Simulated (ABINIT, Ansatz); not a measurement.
Planning a run of ABINIT 10.8.3 on PbO (Massicot). The input:

```
acell 3*1.0 Angstrom
rprim 
  5.893100000000 0.000000000000 0.000000000000
  0.000000000000 5.490400000000 0.000000000000
  0.000000000000 0.000000000000 4.752800000000
ntypat 2
znucl 82 8
natom 8
typat 1 1 1 1 2 2 2 2
xred 
  0.229700000000 0.988400000000 0.250000000000
  0.770300000000 0.011600000000 0.750000000000
  0.229700000000 0.511600000000 0.750000000000
  0.770300000000 0.488400000000 0.250000000000
  0.865300000000 0.091700000000 0.250000000000
  0.134700000000 0.908300000000 0.750000000000
  0.865300000000 0.408300000000 0.750000000000
  0.134700000000 0.591700000000 0.250000000000
pp_dirpath "pseudos"
pseudos "Pb.upf, O.upf"
ecut 42
ngkpt 2 2 4
nshiftk 1
shiftk 0 0 0
kptopt 1
chksymbreak 0
istwfk *1
occopt 1
irdwfk 1
optdriver 4
nband 198
gwcalctyp 0
ecutsigx 42
symsigma 1
nkptgw 3
kptgw 
  0.5000000000 0.0000000000 0.0000000000
  0.5000000000 0.5000000000 0.2500000000
  0.0000000000 0.0000000000 0.0000000000
bdgw 
  55 58
  55 58
  55 58
ecuteps 4.2
irdscr 1
ppmodel 1
indata_prefix "in"
outdata_prefix "out"
tmpdata_prefix "tmp"
```

```sh
OMP_NUM_THREADS=1 mpirun -n 16 abinit run.abi > log
```

Question: Estimate wall time and host memory on 16 MPI ranks of Arm Neoverse V2, shared host.

It took 21 s; on shared hardware allow 11 s to 42 s. Peak host memory was 6.8 GiB.

[Paths, hosts, dates, memory and timing lines, banners, echoed tables and standing remarks are left out of the program output.]

[Logs are printed without paths, hosts, clocks, repeated set-up lines and the standing remarks that a program may print on its own settings, such as how far it seeks lower states.]

[Runs of the session that timed out or met a known fault of the program may be left out.]

[Hosts, paths, dates, database ids (printed as entryN), source tags and the programs' standing remarks are cut or masked in the printed files.]

[G0W0 gaps are taken among the corrected bands and points alone; a level outside them can change the order at an edge.]

[Where Ansatz stands beside ABINIT at settings called matched, ABINIT's density can come from a denser mesh and the files from another edition; pairs whose starting gaps differed by over 0.03 eV were left out, so agreement reads better than it is.]
